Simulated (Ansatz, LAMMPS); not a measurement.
# Glassy 83GeO2-17SiO2 (mol %) (258 atoms): where an added charge goes, part 2 of 3

Aim: add and remove one electron in glassy 83GeO2-17SiO2 (mol %) (258 atoms), with atoms held and relaxed, and read trapping energy and localisation.

Ansatz 0.2.0; Kohn-Sham DFT, PBE, PAW (set soft_1), plane waves.

The cell: 71 Ge, 15 Si and 172 O. The quench rate of 25 K/ps far exceeds what a furnace or splat quench reaches. The network of bonds at the start is that of the classical potential that made the cell. Sampling is at Γ alone, for a cell whose shortest periodic width is 16 Å.

So far. Step 2 (Single point at the start): The r.m.s. force at the start is 1.2 eV/Å. Step 3 (Relaxation): The relaxation converged after 14 steps, 30.6 eV below its start, with a largest force component of 0.030 eV/Å.

**4. Single point at the relaxed geometry**

One more single point at the end of the walk gives the fuller output and checks the residual forces.

The input, input.yaml:

```yaml
crystal:
  lattice:
    - [15.9097, 0.0, 0.0]
    - [0.0, 15.9097, 0.0]
    - [0.0, 0.0, 15.9097]
  atoms:
    - { symbol: Ge, position: [0.40089, 0.43689, 0.21613] }
    - { symbol: Ge, position: [0.29017, 0.10432, 0.98234] }
    - { symbol: Ge, position: [0.49158, 0.86774, 0.40354] }
    - { symbol: Ge, position: [0.24051, 0.73339, 0.60184] }
    - { symbol: Ge, position: [0.2848, 0.04996, 0.58125] }
    - { symbol: Ge, position: [0.84536, 0.34313, 0.98537] }
    [... 246 atom lines left out ...]
    - { symbol: O, position: [0.01179, 0.61114, 0.73911] }
    - { symbol: O, position: [0.44478, 0.75156, 0.79201] }
    - { symbol: O, position: [0.69698, 0.13848, 0.6404] }
    - { symbol: O, position: [0.45299, 0.0303, 0.88709] }
    - { symbol: O, position: [0.20761, 0.3911, 0.16553] }
    - { symbol: O, position: [0.70501, 0.85535, 0.55295] }
kpoints:
  mp_grid: { grid: [1, 1, 1] }
hamiltonian:
  xc: pbe
  pseudopotentials: { kind: paw, azcp: { folder: soft_1 } }
scf:
  occupations: { method: fixed }
output:
  forces: true
  stress: true
  populations: true
  dos:
    method: { smearing: { sigma: 0.1 } }
    de: 0.1
    projected: { site_lists: { Ge: [Ge], O: [O], Si: [Si] } }
  eigenvalues: true
  write_density: true
  write_potential: true
  volumetric_format: npy
```

Started as:

```bash
$ ansatz run input.yaml --threads 16 --pin off --max-ram 31232MiB --backend cpu --events-out ev --progress --plain --runs-dir out
```

Numbers of over 12 decimals in the logs are rounded to 6 here.

Output:

```text
[...]
Crystal: 258 atoms, lattice volume = 4027.040 Å³
Basis set: ecut = 420 eV, 78805 PW (Γ), exchange–correlation on 216×216×216 points (8 copies of the dense FFT grid, shifted against one another)
Bands: 1301, of which v1, the nominal top of the filled ones, is band 1043 counted from 1 (1042 counted from 0)
Symmetry: 1 space group operations
[...]
k-points: 1
[...]
SCF iter   1: F=—  HF=-412176.908903 eV  |F-HF|=—  |Δ(HF+E_count)|=         —  Δρ=9.72e-2  dr2=2.68e2  ethr=3.10e-3  ⟨swp⟩=5.0  Hψ=4299  notcnv=0  defer=255
[...]
SCF iter  13: F=-412098.862579 eV  HF=-412098.862579 eV  |F-HF|=1.36e-8  |Δ(HF+E_count)|=   2.28e-7  Δρ=1.63e-6  dr2=9.86e-8  ethr=4.79e-12  ⟨swp⟩=19.0  Hψ=11190  notcnv=0
SCF 1 converged in 13 iterations: F = -412098.862579 eV  dr2 = 9.86e-8
[...]
WARN: The input density's exchange-correlation potential varies sharply where the density is thin. Do not read a vacuum level from v_tot or v_xc, or from such a field of the output density. On a cell that repeats whose density bears no net charge and no dipole along the vacuum's axis use v_es (v_loc + v_h of the components); [...]
SCF converged after 13 iterations
Free energy (F): -412098.862579 eV
[...]
Internal energy: -412098.862579 eV  (E = F + TS)
E sigma→0 (E₀):  -412098.862579 eV
Fermi energy:    2.934786 eV
[...]
--- Forces (eV/Å), atoms counted from 1 ---
  atom   1  Ge    -0.00373992     0.00609357    -0.01323788
  atom   2  Ge     0.00168936    -0.00384577     0.00391409
  atom   3  Ge     0.00258549     0.00160334    -0.00809520
  atom   4  Ge     0.00848328     0.00235764    -0.00896649
  atom   5  Ge     0.01495622     0.01483752     0.00332077
  atom   6  Ge    -0.00181664    -0.00599267     0.00225856
  atom   7  Ge    -0.00468706     0.00148539     0.00700234
  atom   8  Ge     0.00896273    -0.00025992    -0.00182177
  atom   9  Ge     0.00476945     0.00518048    -0.00008003
  atom  10  Ge     0.00494599    -0.00248255    -0.00197107
  atom  11  Ge    -0.00664393     0.00123021    -0.00668657
  atom  12  Ge    -0.00035306    -0.00657846    -0.00278671
  atom  13  Ge    -0.00462889     0.00197090    -0.00409756
  atom  14  Ge     0.00231915    -0.00273434     0.00310746
[...]
atom 257  O      0.00167954     0.00208792     0.00179702
  atom 258  O      0.00524502     0.00241764     0.00046512
  max |Σ_I F_I| component: 2.96e-5 eV/Å
--- Stress (GPa, compression-positive) ---
       -3.575147      -0.238161       0.027935
       -0.238161      -0.779972      -0.452128
        0.027935      -0.452128      -0.909399
  P = ⅓ Tr σ = -1.7548 GPa (-17.548 kbar)
--- Band table (eV) ---
[...]
--- Löwdin populations: 258 sites ---
  site symbol       q [e]
     0     Ge     12.5008
     1     Ge     12.4879
     2     Ge     12.4454
[...]
257      O      6.6685
  spilling = 0.007197 (of n_electrons = 2086.000000)
```

The job ended after 2.4 min (16 threads of Arm Neoverse V2, shared host; peak memory 10 GiB).

The program notes that the exchange-correlation potential is rough where the density is thin.

Numbers from this run:

| Item | Value |
| --- | --- |
| free energy | -412098.8626 eV |
| free energy per atom | -1597.2824 eV/atom |
| SCF cycles | 13 |
| pressure | -1.755 GPa |
| r.m.s. force component | 0.00591 eV/Å |
| longest force | 0.03714 eV/Å |
| Fermi energy | 2.935 eV |
| gap (highest filled to lowest empty level) | 1.92 eV |
| spilling of the projection | 0.007197 |

Löwdin charges by element and coordination (they lack the spilled electrons, 0.058 e an atom on average):

| element | coordination | atoms | mean charge (e) | spread | least | most |
| --- | --- | --- | --- | --- | --- | --- |
| Ge | all | 71 | 1.52 | 0.0194 | 1.48 | 1.56 |
| Ge | 4 | 68 | 1.53 | 0.0178 | 1.48 | 1.56 |
| Ge | 5 | 3 | 1.48 | 0.0057 | 1.48 | 1.49 |
| O | all | 172 | -0.690 | 0.0263 | -0.762 | -0.645 |
| O | 2 | 169 | -0.690 | 0.0261 | -0.762 | -0.645 |
| O | 3 | 3 | -0.656 | 0.0069 | -0.663 | -0.647 |
| Si | all | 15 | 1.70 | 0.0085 | 1.69 | 1.72 |

Charge against the make-up of the first shell:

| Si neighbours of O | atoms | mean charge (e) |
| --- | --- | --- |
| 0 | 120 | -0.675 |
| 1 | 44 | -0.718 |
| 2 | 8 | -0.754 |

Density of states as counts of states in windows of 1 eV (from the Fermi level), total and the larger projections:

| from (eV) | to (eV) | total | O p | Ge p | Ge s |
| --- | --- | --- | --- | --- | --- |
| -14 | -11 | 0.0 | 0.0 | 0.0 | 0.0 |
| -11 | -10 | 1.3 | 0.7 | 0.0 | 0.5 |
| -10 | -9 | 37.8 | 19.7 | 1.0 | 13.3 |
| -9 | -8 | 44.8 | 24.3 | 2.2 | 12.5 |
| -8 | -7 | 43.2 | 25.2 | 3.2 | 8.8 |
| -7 | -6 | 41.4 | 26.8 | 4.8 | 4.7 |
| -6 | -5 | 119.2 | 87.8 | 22.7 | 1.1 |
| -5 | -4 | 65.3 | 49.0 | 12.4 | 0.6 |
| -4 | -3 | 111.4 | 89.5 | 9.8 | 1.2 |
| -3 | -2 | 212.5 | 190.6 | 8.8 | 1.1 |
| -2 | -1 | 285.6 | 273.3 | 4.0 | 0.5 |
| -1 | 0 | 68.2 | 66.4 | 0.5 | 0.1 |
| 0 | 1 | 1.1 | 1.0 | 0.0 | 0.0 |
| 1 | 2 | 1.7 | 0.4 | 0.1 | 0.8 |
| 2 | 3 | 7.3 | 2.0 | 0.6 | 3.2 |
| 3 | 4 | 32.3 | 8.8 | 3.4 | 13.5 |
| 4 | 5 | 36.1 | 10.1 | 5.2 | 13.7 |

With fixed occupations the program's Fermi level is the highest filled level; weight inside the gap is the broadening of levels at its edges.

Between -26 and -14 eV lie 1054 more states.

The levels nearest the highest filled one (over half full), pooled over k-points and spins:

| level less the highest filled one (eV) | occupation |
| --- | --- |
| -0.589 | 2 |
| -0.544 | 2 |
| -0.405 | 2 |
| -0.267 | 2 |
| -0.159 | 2 |
| 0 | 2 |
| 1.92 | 0 |
| 2.47 | 0 |
| 2.77 | 0 |
| 2.92 | 0 |
| 2.98 | 0 |
| 3.09 | 0 |

Electrostatic potential energy in the ab plane at fractional z = 0.210, with atoms of Ge and Si and O within 0.2 Å of it. With pseudopotentials it is smooth inside the atoms' cores, unlike the true potential.

Values in eV, 13 rows by 16 columns, each cell a mean:
```
  0   6   9   7 -10   1   5  -3  -8 -11  -7   0 -14  -9   5  -4
 -7   6   8   8   9   9   7  -9 -15  -2   1  -1   4   8   9   2
 -8   9   8   8   9  10   8   6   6   9   9   9   9   9   9   0
  9   9   5  -4   6   7 -12   1   8  10  10   9   8   9   9   9
  9  10   7  -2   7   5   2   7   9  10   8   0  -8   5   9   9
 -1  10  10  10   9  -9  -2   8   9   6 -15  -7 -13   1  -1  -6
  6  10  10   9   9  -6 -13   0   2 -13 -12   5   7   2 -15 -17
  9   9   7  -3   5  -2 -15  -6   1  -8 -11  -5   9   8   4   4
  8   9   6  -1   5   8   6   8   9   8   6   4   8   8   1   0
  8   8   9   9   9   9   8   8   8   3  -1   6   8   8   2  -2
  7   6   9  10  10   4   0  -6 -14  -7 -14   4   9   8   7   7
 -4 -14   6  10   8 -13  -6   2   7   7   6   8   6  -6   1   5
 -8  -1   9   9  -1 -14  -1   8   9  10   9   8   0 -18 -11 -14
```
Columns run along a (15.9 Å; values clipped at the 3rd and 97th percentile), rows up along b (15.9 Å). Atoms in or near the plane, at fractional coordinates: Ge at (0.40, 0.44), Ge at (0.61, 0.46), Ge at (0.50, 0.90), Si at (0.93, 0.50), O at (0.79, 0.94), O at (0.00, 0.82), O at (0.61, 0.93), O at (0.35, 0.54), O at (0.36, 0.12), O at (0.96, 0.00).

Valence density in the ab plane at fractional z = 0.210, with atoms of Ge and Si and O within 0.2 Å of it. It is the smooth field of the valence electrons, not physical close to the nuclei.

Values in units of 1e0 e/Å³, 13 rows by 16 columns, each cell a mean:
```
0.3 0.1 0.1 0.3 1.9 0.4 0.2 0.7 1.8 2.4 1.7 0.3 2.6 1.6 0.2 1.1
1.1 0.1 0.0 0.1 0.1 0.0 0.1 1.2 5.9 0.8 0.5 0.2 0.4 0.2 0.0 0.5
2.3 0.1 0.0 0.2 0.1 0.0 0.1 0.1 0.1 0.0 0.0 0.1 0.0 0.0 0.0 1.1
0.0 0.0 0.2 0.8 0.2 0.2 1.7 0.4 0.0 0.0 0.0 0.0 0.1 0.0 0.0 0.0
0.1 0.0 0.2 0.9 0.2 0.1 0.4 0.1 0.0 0.0 0.1 0.3 1.4 0.2 0.0 0.1
0.9 0.0 0.0 0.0 0.1 2.2 1.1 0.0 0.0 0.2 2.3 1.0 2.6 0.4 0.2 0.7
0.1 0.0 0.0 0.0 0.1 1.4 2.8 0.4 0.5 5.5 3.5 0.2 0.1 0.6 0.3 0.3
0.1 0.0 0.2 0.8 0.2 0.4 8.1 0.6 0.7 1.8 1.8 1.4 0.1 0.0 0.1 0.3
0.0 0.0 0.1 0.5 0.1 0.1 0.1 0.0 0.0 0.0 0.3 0.5 0.1 0.0 0.3 0.5
0.1 0.0 0.1 0.1 0.0 0.0 0.0 0.1 0.2 0.2 0.4 0.1 0.0 0.0 0.4 0.8
0.1 0.4 0.1 0.0 0.0 0.6 0.5 0.5 2.0 0.8 1.8 0.2 0.0 0.2 0.1 0.1
0.5 1.5 0.3 0.0 0.1 2.4 1.5 0.2 0.2 0.1 0.1 0.1 0.1 1.0 0.3 0.1
0.8 0.3 0.1 0.1 0.6 1.4 0.3 0.2 0.1 0.1 0.1 0.0 0.3 5.7 1.3 2.6
```
Columns run along a (15.9 Å), rows up along b (15.9 Å). Atoms in or near the plane, at fractional coordinates: Ge at (0.40, 0.44), Ge at (0.61, 0.46), Ge at (0.50, 0.90), Si at (0.93, 0.50), O at (0.79, 0.94), O at (0.00, 0.82), O at (0.61, 0.93), O at (0.35, 0.54), O at (0.36, 0.12), O at (0.96, 0.00).

The highest filled and lowest empty levels differ by 1.92 eV (at Γ alone); a semilocal functional tends to put such gaps too low. In a disordered cell it changes from sample to sample, and tail or defect levels can set it. Mean Löwdin charges: Ge +1.52, O -0.69, Si +1.70 e (they miss 0.72 % of the electrons, so they add up to more than the cell's charge). The charge on O changes by -0.042 e for each Si neighbour that takes the place of another kind, on average. The largest share in the top eV of filled states is O p (98 % of the projected weight), and in the lowest eV of empty states Ge s (46 % of the projected weight).

**5. An extra electron, atoms held**

The electron count changes by one with the atoms held: a vertical process, on a uniform background, with spin and a narrow Fermi–Dirac smearing. Its energy against the neutral cell hangs on the program's zero of potential.

The input, input.yaml:

```yaml
crystal:
  lattice:
    - [15.9097, 0.0, 0.0]
    - [0.0, 15.9097, 0.0]
    - [0.0, 0.0, 15.9097]
  atoms:
    [... the 258 atom lines of step 4 ...]
total_charge: -1
kpoints:
  mp_grid: { grid: [1, 1, 1] }
hamiltonian:
  xc: pbe
  pseudopotentials: { kind: paw, azcp: { folder: soft_1 } }
scf:
  occupations: { method: fermi_dirac, width: 0.01 }
  lower_state_search: "off"
output:
  forces: true
  stress: true
  populations: true
  dos:
    method: { smearing: { sigma: 0.15 } }
    de: 0.1
    projected: { site_lists: { Ge: [Ge], O: [O], Si: [Si] } }
  eigenvalues: true
  write_density: true
  write_potential: true
  volumetric_format: npy
magnetization:
  spin_polarized: true
  initial_magnetization: 1
```

Output:

```text
[...]
Crystal: 258 atoms, lattice volume = 4027.040 Å³
Basis set: ecut = 420 eV, 78805 PW (Γ), exchange–correlation on 216×216×216 points (8 copies of the dense FFT grid, shifted against one another)
Bands: 1302, of which v1, the nominal top of the filled ones, is band 1044 counted from 1 (1043 counted from 0)
Symmetry: 1 space group operations
[...]
k-points: 1
[...]
Starting moments: Σ|m| = 1 μB on 258 of 258 sites
[...]
SCF iter   1: F=—  HF=-412169.392473 eV  |F-HF|=—  |Δ(HF+E_count)|=         —  Δρ=4.82e-2 (↑4.77e-2 ↓4.82e-2)  dr2=2.63e2  dr2_m=1.15e-2  M=1.000 μB ∫|m|=1.072 μB  β_m=1.00  ethr=3.10e-3  ⟨swp⟩=6.0  Hψ=9542  notcnv=0  defer=310
[...]
spin=Collinear: Resta preconditioning applied to the charge; magnetization (m = ρ↑ − ρ↓) channel mixes plain (no charge-response kernel on spin).
SCF iter   2: F=—  HF=-412114.459533 eV  |F-HF|=—  |Δ(HF+E_count)|=         —  Δρ=2.79e-2 (↑2.79e-2 ↓2.79e-2)  dr2=7.84e1  dr2_m=2.01e-3  M=0.556 μB ∫|m|=0.656 μB  β_m=0.30  ethr=3.10e-3  ⟨swp⟩=2.0  Hψ=4076  notcnv=0  defer=500
[...]
SCF iter   8: F=—  HF=-412093.970832 eV  |F-HF|=—  |Δ(HF+E_count)|=   3.45e-3  Δρ=1.54e-4 (↑1.41e-4 ↓1.54e-4)  dr2=1.91e-3  dr2_m=2.89e-4  M=0.260 μB ∫|m|=0.313 μB  β_m=0.30  ethr=3.28e-7  ⟨swp⟩=2.0  Hψ=4196  notcnv=0  defer=506
[...]
spin-set hold released at iteration 8 (site moments contracting): the magnetisation degrees of freedom join the quasi-Newton model from the next iteration; the mixer history was flushed
SCF iter   9: F=—  HF=-412093.972052 eV  |F-HF|=—  |Δ(HF+E_count)|=   1.22e-3  Δρ=1.16e-4 (↑1.10e-4 ↓1.16e-4)  dr2=1.04e-3  dr2_m=2.07e-4  M=0.234 μB ∫|m|=0.282 μB  β_m=0.65  ethr=9.16e-8  ⟨swp⟩=2.0  Hψ=2100  notcnv=0  defer=506
SCF iter  10: F=—  HF=-412093.974149 eV  |F-HF|=—  |Δ(HF+E_count)|=   2.10e-3  Δρ=4.47e-5 (↑3.83e-5 ↓4.47e-5)  dr2=8.54e-5  dr2_m=4.59e-5  M=0.131 μB ∫|m|=0.158 μB  β_m=0.73  ethr=4.99e-8  ⟨swp⟩=2.0  Hψ=4195  notcnv=0  defer=506
[...]
SCF iter  16: F=—  HF=-412093.979930 eV  |F-HF|=—  |Δ(HF+E_count)|=   1.46e-7  Δρ=1.05e-6 (↑8.84e-7 ↓1.05e-6)  dr2=1.02e-7  dr2_m=7.32e-9  M=0.002 μB ∫|m|=0.002 μB  β_m=0.74  ethr=1.80e-11  ⟨swp⟩=2.5  Hψ=4186  notcnv=0  defer=506
SCF iter  17: F=-412093.979930 eV  HF=-412093.979930 eV  |F-HF|=8.32e-9  |Δ(HF+E_count)|=   9.78e-9  Δρ=2.87e-7 (↑2.87e-7 ↓2.68e-7)  dr2=1.03e-8  dr2_m=5.75e-10  M=0.000 μB ∫|m|=0.001 μB  ethr=4.79e-12  ⟨swp⟩=18.0  Hψ=21210  notcnv=0
WARN: the starting moments were not kept: the SCF closed with an absolute magnetisation of 5.3e-4 μB, where they sum to 1 μB in size (258 sites). That is at most 0.1 of that sum. Measured as dr2_m measures the in/out step, that magnetisation stands 2.1e-9 eV from none, [...]
SCF 1 converged in 17 iterations: F = -412093.979930 eV  dr2 = 1.03e-8
[...]
SCF converged after 17 iterations
Magnetization: 0.0004 μB (1043.5002 up, 1043.4998 down)
Absolute magnetization: 0.0005 μB (∫|ρ↑−ρ↓|, with the PAW one-centre terms)
[...]
Per-site moments (μB) at R_I (Å): [(2.7272569345069835e-6, 0.722024), (1.2953338066357191e-6, 0.730048), (1.199371780912998e-7, 0.720836), (1.8161366287290757e-7, 0.726138), (2.6304429412684797e-7, 0.724306), [...]
Free energy (F): -412093.979930 eV
[...]
Internal energy: -412093.966067 eV  (E = F + TS)
E sigma→0 (E₀):  -412093.972998 eV
Entropy (-TS):   -0.013863 eV (-0.054 meV/atom)
Fermi energy:    4.930148 eV
[...]
Σ components = -412093.979930   (vs F -412093.979930, Δ=0.00e0)
--- Forces (eV/Å), atoms counted from 1 ---
  atom   1  Ge    -0.00616866    -0.10164141     0.05260534
  atom   2  Ge    -0.06473925    -0.04069194     0.05857746
  atom   3  Ge    -0.00827550     0.01841166    -0.07610774
  atom   4  Ge     0.00181286     0.00827428    -0.00423032
[...]
atom 258  O     -0.03137130    -0.01245654     0.02883845
  max |Σ_I F_I| component: 1.32e-5 eV/Å
--- Stress (GPa, compression-positive) ---
       -3.269847      -0.228540       0.018076
       -0.228540      -0.538196      -0.438324
        0.018077      -0.438324      -0.666849
  P = ⅓ Tr σ = -1.4916 GPa (-14.916 kbar)
--- Band table (eV) ---
[...]
--- Löwdin populations: 258 sites ---
  site symbol       q [e]    m [muB]
     0     Ge     12.5185     0.0000
     1     Ge     12.4980     0.0000
     2     Ge     12.4490     0.0000
[...]
257      O      6.6708     0.0000
  spilling = 0.007206 (of n_electrons = 2087.000000)
```

Wall time 7.7 min (16 threads); peak memory 18 GiB; 2 h of CPU time.

The program notes that starting moments were not kept.

An extra electron, atoms held: the energy stands 4.88 eV above that of the reference. An odd electron should give 1 μB; this run ended with the carrier shared between both spins.

The levels nearest the highest filled one (over half full), pooled over k-points and spins:

| level less the highest filled one (eV) | occupation |
| --- | --- |
| -2.06 | 1 |
| -2.06 | 1 |
| 0 | 0.5 |
| 0 | 0.5 |
| 0.597 | 0 |
| 0.597 | 0 |
| 0.818 | 0 |
| 0.818 | 0 |

**6. An extra electron, atoms relaxed**

The atoms now respond to the charge; the energy gained comes from screening by the atoms, from trapping if the charge localises, and from any strain left in the reference.

input.yaml, the sections that differ from step 5:

```yaml
output:
  forces: true
relax:
  f_tol: 0.05
  max_steps: 90
# crystal, total_charge, kpoints, hamiltonian, scf, magnetization: as in step 5
```

Output:

```text
[...]
Crystal: 258 atoms, lattice volume = 4027.040 Å³
Basis set: ecut = 420 eV, 78805 PW (Γ), exchange–correlation on 216×216×216 points (8 copies of the dense FFT grid, shifted against one another)
Bands: 1302, of which v1, the nominal top of the filled ones, is band 1044 counted from 1 (1043 counted from 0)
Symmetry: 1 space group operations
[...]
k-points: 1
[...]
Starting moments: Σ|m| = 1 μB on 258 of 258 sites
[...]
SCF iter   1: F=—  HF=-412169.393102 eV  |F-HF|=—  |Δ(HF+E_count)|=         —  Δρ=4.82e-2 (↑4.77e-2 ↓4.82e-2)  dr2=2.63e2  dr2_m=1.15e-2  M=1.000 μB ∫|m|=1.072 μB  β_m=1.00  ethr=3.10e-3  ⟨swp⟩=6.0  Hψ=9530  notcnv=0  defer=320
[...]
SCF iter   2: F=—  HF=-412114.460090 eV  |F-HF|=—  |Δ(HF+E_count)|=         —  Δρ=2.79e-2 (↑2.79e-2 ↓2.79e-2)  dr2=7.84e1  dr2_m=2.01e-3  M=0.556 μB ∫|m|=0.656 μB  β_m=0.30  ethr=3.10e-3  ⟨swp⟩=2.0  Hψ=4076  notcnv=0  defer=500
[...]
SCF iter   8: F=—  HF=-412093.976451 eV  |F-HF|=—  |Δ(HF+E_count)|=   8.88e-3  Δρ=1.54e-4 (↑1.41e-4 ↓1.54e-4)  dr2=1.91e-3  dr2_m=2.89e-4  M=0.260 μB ∫|m|=0.313 μB  β_m=0.30  ethr=3.28e-7  ⟨swp⟩=2.0  Hψ=4702  notcnv=0  defer=506
[...]
SCF iter  10: F=—  HF=-412093.979779 eV  |F-HF|=—  |Δ(HF+E_count)|=   2.11e-3  Δρ=4.62e-5 (↑3.90e-5 ↓4.62e-5)  dr2=9.71e-5  dr2_m=4.63e-5  M=0.132 μB ∫|m|=0.159 μB  β_m=0.71  ethr=4.99e-8  ⟨swp⟩=2.0  Hψ=4195  notcnv=0  defer=506
[...]
SCF iter  13: F=-412093.979919 eV  HF=-412093.979926 eV  |F-HF|=6.85e-6  |Δ(HF+E_count)|=   1.11e-5  Δρ=1.22e-5 (↑1.08e-5 ↓1.22e-5)  dr2=9.39e-6  dr2_m=2.33e-6  M=0.030 μB ∫|m|=0.036 μB  β_m=0.85  ethr=2.75e-10  ⟨swp⟩=1.0  Hψ=7832  notcnv=0
SCF iter  14: F=-412093.979928 eV  HF=-412093.979929 eV  |F-HF|=6.29e-7  |Δ(HF+E_count)|=   2.91e-6  Δρ=4.55e-6 (↑4.55e-6 ↓3.76e-6)  dr2=1.02e-6  dr2_m=3.73e-7  M=0.012 μB ∫|m|=0.014 μB  ethr=2.75e-10  ⟨swp⟩=1.0  Hψ=7006  notcnv=0
[...]
SCF 1 converged in 14 iterations: F = -412093.979928 eV  dr2 = 1.02e-6
[...]
relax step   1: F+E_penalty+E_count = -412093.97992850 eV  Δ(F+E_penalty+E_count) = +0.000e0 eV  max|allowed force component| = 2.408e-1 eV/Å  Δτ_max = 0.0000 Å  (14 SCF iters, dr2 threshold 6.25e-5 eV, accepted)
[...]
relax step   2: F+E_penalty+E_count = -412094.00121412 eV  Δ(F+E_penalty+E_count) = -2.129e-2 eV  max|allowed force component| = 1.458e-1 eV/Å  Δτ_max = 0.0127 Å  (7 SCF iters, dr2 threshold 3.62e-6 eV, accepted)
[...]
relax step   3: F+E_penalty+E_count = -412094.01306693 eV  Δ(F+E_penalty+E_count) = -1.185e-2 eV  max|allowed force component| = 4.216e-2 eV/Å  Δτ_max = 0.0154 Å  (11 SCF iters, accepted)
SCF converged after 11 iterations
Magnetization: 0.0015 μB (1043.5007 up, 1043.4993 down)
Absolute magnetization: 0.0016 μB (∫|ρ↑−ρ↓|, with the PAW one-centre terms)
[...]
Per-site moments (μB) at R_I (Å): [(9.50645700785869e-6, 0.723171), (3.965790410938518e-6, 0.730551), (3.31156488478459e-7, 0.721124), (4.604111759897394e-7, 0.725885), (7.587788655080751e-7, 0.725425), [...]
Free energy (F): -412094.013067 eV
[...]
Internal energy: -412093.999204 eV  (E = F + TS)
E sigma→0 (E₀):  -412094.006135 eV
Entropy (-TS):   -0.013863 eV (-0.054 meV/atom)
Fermi energy:    4.873115 eV
[...]
Σ components = -412094.013067   (vs F -412094.013067, Δ=0.00e0)
--- Forces (eV/Å), atoms counted from 1 ---
  atom   1  Ge     0.00932407     0.01692812    -0.01041361
  atom   2  Ge     0.00066120    -0.00452507    -0.00367181
  atom   3  Ge     0.00376624     0.01052849     0.00512128
  atom   4  Ge    -0.00273863    -0.00158531    -0.00411490
[...]
atom 258  O      0.00445007     0.00125766    -0.00442731
  max |Σ_I F_I| component: 3.42e-5 eV/Å
--- Relaxed structure (3 steps of the walk, 3 accepted, 0 SCFs on fresh bases) ---
  F+E_penalty+E_count = -412094.01306693 eV   max|allowed force component| = 4.216e-2 eV/Å
  atoms:
    - { symbol: Ge, position: [0.401520, 0.436772, 0.216269] }
    - { symbol: Ge, position: [0.289693, 0.103741, 0.982441] }
    - { symbol: Ge, position: [0.491594, 0.867458, 0.403535] }
    - { symbol: Ge, position: [0.240680, 0.733362, 0.602364] }
[...]
- { symbol: O, position: [0.705147, 0.855282, 0.553316] }
```

Elapsed: 8.5 min, on 16 threads; peak memory 16 GiB; 2.1 h of CPU time.

The relaxation converged after 3 steps, 0.0331 eV below its start, with a largest force component of 0.042 eV/Å.

An extra electron, atoms relaxed: the energy stands 4.85 eV above that of the reference. An odd electron should give 1 μB; this run ended with the carrier shared between both spins.

[end of part 2 of 3]

[Logs are printed without paths, hosts, clocks, repeated set-up lines and the standing remarks that a program may print on its own settings, such as how far it seeks lower states.]

[Hosts, paths, dates, database ids (printed as entryN), source tags and the programs' standing remarks are cut or masked in the printed files.]
